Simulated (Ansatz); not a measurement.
# GaC (hypothetical, Pm-3m): phonons against volume

Wanted: mode Grüneisen parameters of GaC (hypothetical) and a free-energy fit over volumes. The crystal structure is hypothetical: it was made by swapping elements on a known structure type.

Method: DFT PBEsol, scalar-relativistic, plane waves, PAW, in Ansatz 0.2.0.

Report form: the programs' logs are mostly left out.

## 1. The starting structure

It takes space group Pm-3m (No. 221, cubic). The conventional cell has a = 3.555 Å, b = 3.555 Å, c = 3.555 Å, α = 90.00°, β = 90.00°, γ = 90.00°. Nearest to Ga lie 8 C at 3.08 Å. Nearest to C lie 8 Ga at 3.08 Å. Farther neighbours are not listed.

## 2. Probe on a coarse mesh

A cheap single point shows whether the cell is a metal or an insulator and how far it is from rest; that sets the k-mesh and the occupations of what follows.

input.yaml

```yaml
crystal:
  lattice:
    - [3.55547, 0.0, 0.0]
    - [0.0, 3.55547, 0.0]
    - [0.0, 0.0, 3.55547]
  atoms:
    - { symbol: Ga, position: [0.0, 0.0, 0.0] }
    - { symbol: C, position: [0.5, 0.5, 0.5] }
kpoints:
  mp_grid: { grid: [6, 6, 6] }
hamiltonian:
  xc: pbesol
scf:
  occupations: { method: gaussian, width: 0.1 }
output:
  forces: true
  stress: true
  eigenvalues: true
```

Started as:

```bash
$ ansatz run input.yaml --threads 4 --pin off --max-ram 8192MiB --backend cpu --events-out ev --progress --plain --runs-dir out
```

The job ended after 0.33 s (4 threads of Arm Neoverse V2, shared host; peak memory 0.28 GiB).

Numbers from this step:

```
pressure          : -17.32 GPa
volume per atom   : 22.47 Å³
gap on the k-mesh : 0 eV
```

The start is under -17 GPa at this level and looks like a metal on this mesh.

## 3. A loose first relaxation

The start is far from rest, so a relaxation with loose thresholds first brings it near the minimum.

Edit input.yaml of step 2 so:

```diff
@@ -18 +18,6 @@
   eigenvalues: true
+relax:
+  adjacent_minimum: "off"
+  f_tol: 0.05
+  max_steps: 80
+  cell: { stress_tol: 0.5 }
```

Elapsed: 2.2 s, on 4 threads; peak memory 0.3 GiB; 6.3 s of CPU time.

Relaxation path:

| step | energy less that of the first step (eV) | largest force component (eV/Å) | pressure (GPa) | volume (Å³) |
| --- | --- | --- | --- | --- |
| 1 | 0.0000 | 0.0000 | -17.32 | 44.95 |
| 2 | -0.7335 | 0.0000 | -19.97 | 38.69 |
| 3 | -1.4614 | 0.0000 | -20.62 | 33.04 |
| 4 | -2.1102 | 0.0000 | -19.75 | 27.97 |
| 5 | -2.5657 | 0.0000 | -9.23 | 23.34 |
| 6 | -2.5983 | 0.0000 | 8.41 | 20.39 |
| 7 | -2.6248 | 0.0000 | -0.08 | 21.53 |
| 8* | -2.6203 | 0.0000 | -0.32 | 21.53 |

Relaxation steps marked * repeat the geometry before them on a plane-wave basis chosen anew for their cell, so energy and pressure can jump there.

Forces are held to the 48 operations that the run works with; a distortion that breaks them can't arise in this run.

| cell as run | before | after | change |
| --- | --- | --- | --- |
| a (Å) | 3.555 | 2.782 | -21.8 % |
| b (Å) | 3.555 | 2.782 | -21.8 % |
| c (Å) | 3.555 | 2.782 | -21.8 % |
| volume (Å³/atom) | 22.47 | 10.76 | -52.1 % |

Final coordinates:

```xyz
2
Lattice="2.7818 0.0000 0.0000 0.0000 2.7818 0.0000 0.0000 0.0000 2.7818" Properties=species:S:1:pos:R:3 pbc="T T T"
Ga    0.0000    0.0000    0.0000
C     1.3909    1.3909    1.3909
```

Numbers from this step:

- pressure: -0.3238 GPa
- volume per atom: 10.76 Å³

The relaxation ends with a pressure of -0.32 GPa.

## 4. Relaxation

The vibrations must be taken about the equilibrium of this functional, not about the starting cell, so the structure is relaxed.

input.yaml

```yaml
crystal:
  lattice:
    - [2.7818150682, 0.0, 0.0]
    - [0.0, 2.7818150682, 0.0]
    - [0.0, 0.0, 2.7818150682]
  atoms:
    - { symbol: Ga, position: [0.0, 0.0, 0.0] }
    - { symbol: C, position: [0.5, 0.5, 0.5] }
kpoints:
  mp_grid: { grid: [16, 16, 16] }
hamiltonian:
  xc: pbesol
scf:
  occupations: { method: gaussian, width: 0.1 }
output:
  forces: true
  stress: true
  eigenvalues: true
  write_density: true
  write_potential: true
  elf: true
  volumetric_format: npy
relax:
  adjacent_minimum: "off"
  f_tol: 0.005
  max_steps: 80
  cell: { stress_tol: 0.05 }
```

Wall time 2.9 s (4 threads); peak memory 0.35 GiB.

Relaxation path:

| step | energy less that of the first step (eV) | largest force component (eV/Å) | pressure (GPa) | volume (Å³) |
| --- | --- | --- | --- | --- |
| 1 | 0.0000 | 0.0000 | -1.48 | 21.53 |
| 2 | -0.0013 | 0.0000 | -0.30 | 21.35 |
| 3 | -0.0014 | 0.0000 | 0.01 | 21.30 |
| 4* | -0.0010 | 0.0000 | -0.01 | 21.30 |

Relaxation steps marked * repeat the geometry before them on a plane-wave basis chosen anew for their cell, so energy and pressure can jump there.

Forces are held to the 48 operations that the run works with; a distortion that breaks them can't arise in this run.

| conventional cell, symmetrised | before | after | change |
| --- | --- | --- | --- |
| a (Å) | 2.782 | 2.772 | -0.3 % |
| b (Å) | 2.782 | 2.772 | -0.3 % |
| c (Å) | 2.782 | 2.772 | -0.3 % |
| volume (Å³/atom) | 10.76 | 10.65 | -1.0 % |

The relaxed structure:

```cif
data_structure
_symmetry_space_group_name_H-M 'P 1'
_symmetry_Int_Tables_number 1
_cell_length_a 2.7722
_cell_length_b 2.7722
_cell_length_c 2.7722
_cell_angle_alpha 90.000
_cell_angle_beta 90.000
_cell_angle_gamma 90.000
_cell_volume 21.30
loop_
_atom_site_label
_atom_site_type_symbol
_atom_site_fract_x
_atom_site_fract_y
_atom_site_fract_z
_atom_site_occupancy
Ga1 Ga 0.00000 0.00000 0.00000 1
C2 C 0.50000 0.50000 0.50000 1
```

This step gave:

- pressure: -0.01158 GPa
- volume per atom: 10.65 Å³

Electrostatic potential energy in the ac plane at fractional y = 0.000, with atoms of Ga within 0.2 Å of it. With pseudopotentials it is smooth inside the atoms' cores, unlike the true potential.

Ten even steps from '0' (-11 eV) to '9' (14 eV):
```
00002688862000
00003788873000
00025899985200
12357899987532
56788999998876
88899999999988
88899999999988
88899999999988
56788999998876
12357899987532
00025899985200
00003788873000
00002688862000
00001588851000
```
Columns run along a (2.8 Å; values clipped at the 3rd and 97th percentile), rows up along c (2.8 Å). Atoms in or near the plane, at fractional coordinates: Ga at (0.00, 0.00).

Valence density in the ac plane at fractional y = 0.000, with atoms of Ga within 0.2 Å of it. It is the smooth field of the valence electrons, not physical close to the nuclei.

Ten steps, logarithmic in the rise over the least value, from '_' (0 e/Å³) to '@' (52 e/Å³):
```
@@%%++::..__________..::++%%
**++--..______________..--++
--::....______________....::
....______________________..
____________________________
____________________________
____________________________
____________________________
____________________________
....______________________..
--::....______________....::
**++--..______________..--++
@@%%++::..__________..::++%%
@@@@**--..__________..--**@@
```
Columns run along a (2.8 Å), rows up along c (2.8 Å). Atoms in or near the plane, at fractional coordinates: Ga at (0.00, 0.00).

ELF in the ac plane at fractional y = 0.000, with atoms of Ga within 0.2 Å of it. It is the smooth field of the valence electrons, not physical close to the nuclei.

Values, 14 rows by 14 columns:
```
0.05 0.03 0.05 0.16 0.24 0.22 0.22 0.22 0.22 0.22 0.24 0.16 0.05 0.03
0.03 0.05 0.11 0.21 0.23 0.21 0.22 0.22 0.22 0.21 0.23 0.21 0.11 0.05
0.14 0.16 0.21 0.24 0.22 0.22 0.22 0.21 0.22 0.22 0.22 0.24 0.21 0.16
0.23 0.24 0.23 0.22 0.22 0.22 0.20 0.18 0.20 0.22 0.22 0.22 0.23 0.24
0.22 0.22 0.21 0.22 0.22 0.19 0.17 0.16 0.17 0.19 0.22 0.22 0.21 0.22
0.21 0.22 0.22 0.22 0.20 0.17 0.15 0.14 0.15 0.17 0.20 0.22 0.22 0.22
0.22 0.22 0.22 0.21 0.18 0.16 0.14 0.14 0.14 0.16 0.18 0.21 0.22 0.22
0.21 0.22 0.22 0.22 0.20 0.17 0.15 0.14 0.15 0.17 0.20 0.22 0.22 0.22
0.22 0.22 0.21 0.22 0.22 0.19 0.17 0.16 0.17 0.19 0.22 0.22 0.21 0.22
0.23 0.24 0.23 0.22 0.22 0.22 0.20 0.18 0.20 0.22 0.22 0.22 0.23 0.24
0.14 0.16 0.21 0.24 0.22 0.22 0.22 0.21 0.22 0.22 0.22 0.24 0.21 0.16
0.03 0.05 0.11 0.21 0.23 0.21 0.22 0.22 0.22 0.21 0.23 0.21 0.11 0.05
0.05 0.03 0.05 0.16 0.24 0.22 0.22 0.22 0.22 0.22 0.24 0.16 0.05 0.03
0.43 0.05 0.03 0.14 0.23 0.22 0.21 0.22 0.21 0.22 0.23 0.14 0.03 0.05
```
Columns run along a (2.8 Å), rows up along c (2.8 Å). Atoms in or near the plane, at fractional coordinates: Ga at (0.00, 0.00).

The relaxation ends with a pressure of -0.01 GPa.

## 5. Tight relaxation

The relaxation is repeated with tighter thresholds on force and stress, since phonons are sensitive to what is left; a change of mesh or smearing in the input moves the cell too.

input.yaml, the sections that differ from step 4:

```yaml
crystal:
  lattice:
    - [2.772202042, 0.0, 0.0]
    - [0.0, 2.772202042, 0.0]
    - [0.0, 0.0, 2.772202042]
  atoms:
    - { symbol: Ga, position: [0.0, 0.0, 0.0] }
    - { symbol: C, position: [0.5, 0.5, 0.5] }
scf:
  occupations: { method: methfessel_paxton, width: 0.15 }
relax:
  adjacent_minimum: "off"
  f_tol: 0.001
  max_steps: 60
  cell: { stress_tol: 0.01 }
# kpoints, hamiltonian, output: as in step 4
```

The job ended after 2 s (4 threads; peak memory 0.35 GiB; 7 s of CPU time).

Little changed from the start: no atom moved by 0.005 Å and no cell edge by 0.1 %.

This step gave:

```
pressure : -0.007164 GPa
```

ELF in the ac plane at fractional y = 0.500, with atoms of C within 0.2 Å of it. It is the smooth field of the valence electrons, not physical close to the nuclei.

Values, 14 rows by 14 columns:
```
0.22 0.23 0.23 0.23 0.23 0.22 0.22 0.22 0.22 0.22 0.23 0.23 0.23 0.23
0.22 0.23 0.25 0.31 0.37 0.44 0.48 0.50 0.48 0.44 0.37 0.31 0.25 0.23
0.21 0.23 0.31 0.45 0.59 0.69 0.73 0.74 0.73 0.69 0.59 0.45 0.31 0.23
0.18 0.23 0.37 0.59 0.75 0.80 0.79 0.78 0.79 0.80 0.75 0.59 0.37 0.23
0.16 0.22 0.44 0.69 0.80 0.77 0.66 0.58 0.66 0.77 0.80 0.69 0.44 0.22
0.14 0.22 0.48 0.73 0.79 0.66 0.36 0.19 0.36 0.66 0.79 0.73 0.48 0.22
0.14 0.22 0.50 0.74 0.78 0.58 0.19 0.03 0.19 0.58 0.78 0.74 0.50 0.22
0.14 0.22 0.48 0.73 0.79 0.66 0.36 0.19 0.36 0.66 0.79 0.73 0.48 0.22
0.16 0.22 0.44 0.69 0.80 0.77 0.66 0.58 0.66 0.77 0.80 0.69 0.44 0.22
0.18 0.23 0.37 0.59 0.75 0.80 0.79 0.78 0.79 0.80 0.75 0.59 0.37 0.23
0.21 0.23 0.31 0.45 0.59 0.69 0.73 0.74 0.73 0.69 0.59 0.45 0.31 0.23
0.22 0.23 0.25 0.31 0.37 0.44 0.48 0.50 0.48 0.44 0.37 0.31 0.25 0.23
0.22 0.23 0.23 0.23 0.23 0.22 0.22 0.22 0.22 0.22 0.23 0.23 0.23 0.23
0.22 0.22 0.22 0.21 0.18 0.16 0.14 0.14 0.14 0.16 0.18 0.21 0.22 0.22
```
Columns run along a (2.8 Å), rows up along c (2.8 Å). Atoms in or near the plane, at fractional coordinates: C at (0.50, 0.50).

Valence density in the ac plane at fractional y = 0.500, with atoms of C within 0.2 Å of it. It is the smooth field of the valence electrons, not physical close to the nuclei.

Ten even steps from '_' (0.2 e/Å³) to '@' (1.6 e/Å³):
```
____________________________
____________......__________
________..::::--::::..______
______..::==++**++==::..____
______::==**%%@@%%**==::____
____..::++%%@@@@@@%%++::..__
____..--**@@@@@@@@@@**--..__
____..::++%%@@@@@@%%++::..__
______::==**%%@@%%**==::____
______..::==++**++==::..____
________..::::--::::..______
____________......__________
____________________________
____________________________
```
Columns run along a (2.8 Å), rows up along c (2.8 Å). Atoms in or near the plane, at fractional coordinates: C at (0.50, 0.50).

Electrostatic potential energy in the ac plane at fractional y = 0.500, with atoms of C within 0.2 Å of it. With pseudopotentials it is smooth inside the atoms' cores, unlike the true potential.

Ten even steps from '0' (-59 eV) to '9' (15 eV):
```
99999999999999
99999999999999
99999998999999
99999866689999
99998532358999
99996300036999
99986200026899
99996300036999
99998532358999
99999866689999
99999998999999
99999999999999
99999999999999
99999999999999
```
Columns run along a (2.8 Å; values clipped at the 3rd and 97th percentile), rows up along c (2.8 Å). Atoms in or near the plane, at fractional coordinates: C at (0.50, 0.50).

The residual pressure is -0.0072 GPa, small enough for phonons.

## 6. Lattice dynamics at this volume, V/V0 1

Phonons at this volume give one point of F(V, T); meshes stay fixed along the series.

input.yaml

```yaml
crystal:
  lattice:
    - [2.7720378392, 0.0, 0.0]
    - [0.0, 2.7720378392, 0.0]
    - [0.0, 0.0, 2.7720378392]
  atoms:
    - { symbol: Ga, position: [0.0, 0.0, 0.0] }
    - { symbol: C, position: [0.5, 0.5, 0.5] }
kpoints:
  mp_grid: { grid: [16, 16, 16] }
hamiltonian:
  xc: pbesol
scf:
  occupations: { method: methfessel_paxton, width: 0.15 }
output:
  eigenvalues: true
phonons:
  method: dfpt
  qmesh: [4, 4, 4]
  temperatures: { t_max: 1000, t_step: 50 }
  qpath:
    path:
      - [[0.0, 0.0, 0.0], [0.0, 0.5, 0.0], [0.5, 0.5, 0.0], [0.0, 0.0, 0.0], [0.5, 0.5, 0.5], [0.0, 0.5, 0.0]]
      - [[0.5, 0.5, 0.5], [0.5, 0.5, 0.0]]
    npoints: 10
```

Elapsed: 3.1 min, on 4 threads; peak memory 1.9 GiB.

This step gave:

| Quantity | Value |
| --- | --- |
| Γ frequencies | -137.4, -137.4, -137.4, 0, 0, 0 cm⁻¹ (negative: imaginary) |
| lowest frequency on the path | -564.1 cm⁻¹ |
| point group | m-3m |
| highest frequency | 240.1 cm⁻¹ |

No LO-TO term. Phonon branches along the path, in cm⁻¹:

| point | branch 1 | branch 2 | branch 3 | branch 4 | branch 5 | branch 6 |
| --- | --- | --- | --- | --- | --- | --- |
| Γ | -137 | -137 | -137 | 0 | 0 | 0 |
| halfway | -191 | -191 | -165 | -51 | -51 | 139 |
| X | -328 | -328 | -71 | -71 | 182 | 239 |
| halfway | -425 | -314 | -98 | 115 | 192 | 234 |
| M | -452 | -114 | 178 | 178 | 201 | 201 |
| halfway | -347 | -273 | -194 | -78 | 121 | 133 |
| Γ | -137 | -137 | -137 | 0 | 0 | 0 |
| halfway | -357 | -233 | -233 | 115 | 115 | 117 |
| R | -250 | -250 | -250 | 175 | 175 | 175 |
| halfway | -375 | -351 | 98 | 106 | 185 | 191 |
| X | -328 | -328 | -71 | -71 | 182 | 239 |
| jump to R | -250 | -250 | -250 | 175 | 175 | 175 |
| halfway | -560 | 88 | 124 | 124 | 176 | 176 |
| M | -452 | -114 | 178 | 178 | 201 | 201 |

Tetrahedra on 24 24 24, mean over bins of 10 cm⁻¹. The phonon density of states by wavenumber; read off at these points:

| wavenumber (cm⁻¹) | phonon density of states (1/cm⁻¹/cell) |
| --- | --- |
| -565 | 3.0e-5 |
| -545 | 5.4e-4 |
| -525 | 9.2e-4 |
| -495 | 0.00159 |
| -475 | 0.00239 |
| -455 | 0.00478 |
| -435 | 0.00441 |
| -415 | 0.00465 |
| -385 | 0.00633 |
| -365 | 0.00643 |
| -345 | 0.00774 |
| -325 | 0.00798 |
| -305 | 0.00735 |
| -285 | 0.00765 |
| -265 | 0.00884 |
| -255 | 0.00755 |
| -235 | 0.00507 |
| -215 | 0.00455 |
| -195 | 0.0059 |
| -175 | 0.00712 |
| -145 | 0.00512 |
| -125 | 0.00293 |
| -105 | 0.00692 |
| -85 | 0.00889 |
| -65 | 0.0116 |
| -35 | 0.00621 |
| -15 | 0.00468 |
| 5 | 0.00444 |
| 25 | 0.00471 |
| 45 | 0.00618 |
| 65 | 0.00837 |
| 95 | 0.0111 |
| 115 | 0.0131 |
| 135 | 0.0161 |
| 155 | 0.0213 |
| 175 | 0.0370 |
| 205 | 0.00599 |
| 225 | 0.00381 |
| 245 | 2.0e-5 |

The modes has structure finer than the step of the table below, so its rows give means over 25 cm⁻¹, whole bins alone (the curve runs from -569 to 254 cm⁻¹). Peaks (cm⁻¹: height): C -341.1: 0.00853, -273.8: 0.00931, -196.2: 0.00778, -82.4: 0.00324, 93.5: 0.00254, 140.1: 0.00468, 202.2: 0.00592; Ga -66.9: 0.0115, 176.3: 0.0303.

Phonopy on the run's constants, 21x21x21 mesh, Gaussian sigma 5.9 cm⁻¹. Modes against wavenumber; means over each step; values in 1/cm⁻¹/cell:

| wavenumber (cm⁻¹) | C | Ga |
| --- | --- | --- |
| -550 | 4.9e-4 | 0 |
| -525 | 9.4e-4 | 0 |
| -500 | 0.00155 | 0 |
| -475 | 0.00249 | 0 |
| -450 | 0.00444 | 0 |
| -425 | 0.00451 | 1.5e-6 |
| -400 | 0.00506 | 1.0e-5 |
| -375 | 0.00646 | 2.2e-5 |
| -350 | 0.00755 | 2.8e-5 |
| -325 | 0.00793 | 3.0e-5 |
| -300 | 0.00729 | 3.2e-5 |
| -275 | 0.00826 | 5.4e-5 |
| -250 | 0.00654 | 5.3e-5 |
| -225 | 0.00417 | 3.6e-5 |
| -200 | 0.00696 | 7.9e-5 |
| -175 | 0.00639 | 1.0e-4 |
| -150 | 0.00449 | 1.6e-4 |
| -125 | 0.00303 | 5.0e-4 |
| -100 | 0.00269 | 0.00543 |
| -75 | 0.00214 | 0.00984 |
| -50 | 5.4e-4 | 0.00925 |
| -25 | 4.0e-4 | 0.00389 |
| 0 | 1.2e-4 | 0.00136 |
| 25 | 5.2e-4 | 0.00377 |
| 50 | 0.00111 | 0.00648 |
| 75 | 0.00162 | 0.00838 |
| 100 | 0.00192 | 0.00972 |
| 125 | 0.00263 | 0.0121 |
| 150 | 0.00382 | 0.0170 |
| 175 | 0.00420 | 0.0261 |
| 200 | 0.00545 | 0.00554 |
| 225 | 0.00359 | 9.0e-5 |

No LO-TO term. The modes at Γ (shares of kinetic energy by element, %) (negative means imaginary):

| mode | frequency (cm⁻¹) | symmetry | Ga % | C % |
| --- | --- | --- | --- | --- |
| 1 | -137.4 | T1u | 15 | 85 |
| 2 | -137.4 | T1u | 15 | 85 |
| 3 | -137.4 | T1u | 15 | 85 |
| 4 | 0.0 | T1u | 85 | 15 |
| 5 | 0.0 | T1u | 85 | 15 |
| 6 | 0.0 | T1u | 85 | 15 |

Displacements in mode 1 (-137.4 cm⁻¹), the largest set to 1:
```
Ga1  0.00 -0.01 -0.17
C2   0.00  0.08  1.00
```

The lowest solved frequency is -560 cm⁻¹, so the cell is unstable here and gives no valid free energy.

## 7. A cell at another volume, V/V0 1.015

Symmetry fixes every atom, so a single point at the scaled cell gives the energy and pressure of this member.

input.yaml, the sections that differ from step 6:

```yaml
crystal:
  lattice:
    - [2.7858292992, 0.0, 0.0]
    - [0.0, 2.7858292992, 0.0]
    - [0.0, 0.0, 2.7858292992]
  atoms:
    - { symbol: Ga, position: [0.0, 0.0, 0.0] }
    - { symbol: C, position: [0.5, 0.5, 0.5] }
output:
  forces: true
  stress: true
  eigenvalues: true
# kpoints, hamiltonian, scf: as in step 6
# phonons: removed
```

Elapsed: 0.71 s, on 4 threads; peak memory 0.33 GiB; 2.2 s of CPU time.

Numbers from this step:

| Item | Value |
| --- | --- |
| pressure | -2.089 GPa |
| volume per atom | 10.81 Å³ |

The run ends at a pressure of -2.09 GPa.

## 8. Lattice dynamics at this volume, V/V0 1.015

input.yaml, the sections that differ from step 7:

```yaml
output:
  eigenvalues: true
phonons:
  method: dfpt
  qmesh: [4, 4, 4]
  temperatures: { t_max: 1000, t_step: 50 }
  qpath:
    path:
      - [[0.0, 0.0, 0.0], [0.0, 0.5, 0.0], [0.5, 0.5, 0.0], [0.0, 0.0, 0.0], [0.5, 0.5, 0.5], [0.0, 0.5, 0.0]]
      - [[0.5, 0.5, 0.5], [0.5, 0.5, 0.0]]
    npoints: 10
# crystal, kpoints, hamiltonian, scf: as in step 7
```

Wall time 3.1 min (4 threads); peak memory 1.9 GiB.

No LO-TO term. Phonon branches along the path, in cm⁻¹:

| point | branch 1 | branch 2 | branch 3 | branch 4 | branch 5 | branch 6 |
| --- | --- | --- | --- | --- | --- | --- |
| Γ | -150 | -150 | -150 | 0 | 0 | 0 |
| halfway | -198 | -198 | -176 | -55 | -55 | 134 |
| X | -328 | -328 | -74 | -74 | 178 | 219 |
| halfway | -422 | -315 | -100 | 111 | 186 | 217 |
| M | -449 | -115 | 174 | 174 | 182 | 182 |
| halfway | -346 | -276 | -204 | -80 | 116 | 128 |
| Γ | -150 | -150 | -150 | 0 | 0 | 0 |
| halfway | -360 | -242 | -242 | 110 | 111 | 111 |
| R | -249 | -249 | -249 | 170 | 170 | 170 |
| halfway | -372 | -352 | 91 | 100 | 172 | 179 |
| X | -328 | -328 | -74 | -74 | 178 | 219 |
| jump to R | -249 | -249 | -249 | 170 | 170 | 170 |
| halfway | -551 | 82 | 90 | 90 | 172 | 172 |
| M | -449 | -115 | 174 | 174 | 182 | 182 |

The lowest solved frequency is -551 cm⁻¹, so the cell is unstable here and gives no valid free energy.

## 9. Single point at a scaled cell, V/V0 0.985

The cell differs from the one that the last finished run ended in (a 2.786 → 2.758 Å, b 2.786 → 2.758 Å, c 2.786 → 2.758 Å).

input.yaml, the sections that differ from step 8:

```yaml
crystal:
  lattice:
    - [2.7581077657, 0.0, 0.0]
    - [0.0, 2.7581077657, 0.0]
    - [0.0, 0.0, 2.7581077657]
  atoms:
    - { symbol: Ga, position: [0.0, 0.0, 0.0] }
    - { symbol: C, position: [0.5, 0.5, 0.5] }
output:
  forces: true
  stress: true
  eigenvalues: true
# kpoints, hamiltonian, scf: as in step 8
# phonons: removed
```

Elapsed: 0.7 s, on 4 threads; peak memory 0.33 GiB; 2.2 s of CPU time.

The run ends at a pressure of 2.26 GPa.

## 10. Phonons, V/V0 0.985

The same q-mesh and k-mesh are kept at every volume, so that much of their error can cancel in the differences.

input.yaml, the sections that differ from step 9:

```yaml
output:
  eigenvalues: true
phonons:
  method: dfpt
  qmesh: [4, 4, 4]
  temperatures: { t_max: 1000, t_step: 50 }
  qpath:
    path:
      - [[0.0, 0.0, 0.0], [0.0, 0.5, 0.0], [0.5, 0.5, 0.0], [0.0, 0.0, 0.0], [0.5, 0.5, 0.5], [0.0, 0.5, 0.0]]
      - [[0.5, 0.5, 0.5], [0.5, 0.5, 0.0]]
    npoints: 10
# crystal, kpoints, hamiltonian, scf: as in step 9
```

It took 3.1 min on 4 threads; peak memory 1.8 GiB.

The lowest solved frequency is -570 cm⁻¹, so the cell is unstable here and gives no valid free energy.

[end of part 1 of 2]

[Logs are printed without paths, hosts, clocks, repeated set-up lines and the standing remarks that a program may print on its own settings, such as how far it seeks lower states.]

[Hosts, paths, dates, database ids (printed as entryN), source tags and the programs' standing remarks are cut or masked in the printed files.]

[A step with changed settings may run another functional than the one named; its input shows which.]

[Of the runs on displaced cells, only some may be shown.]
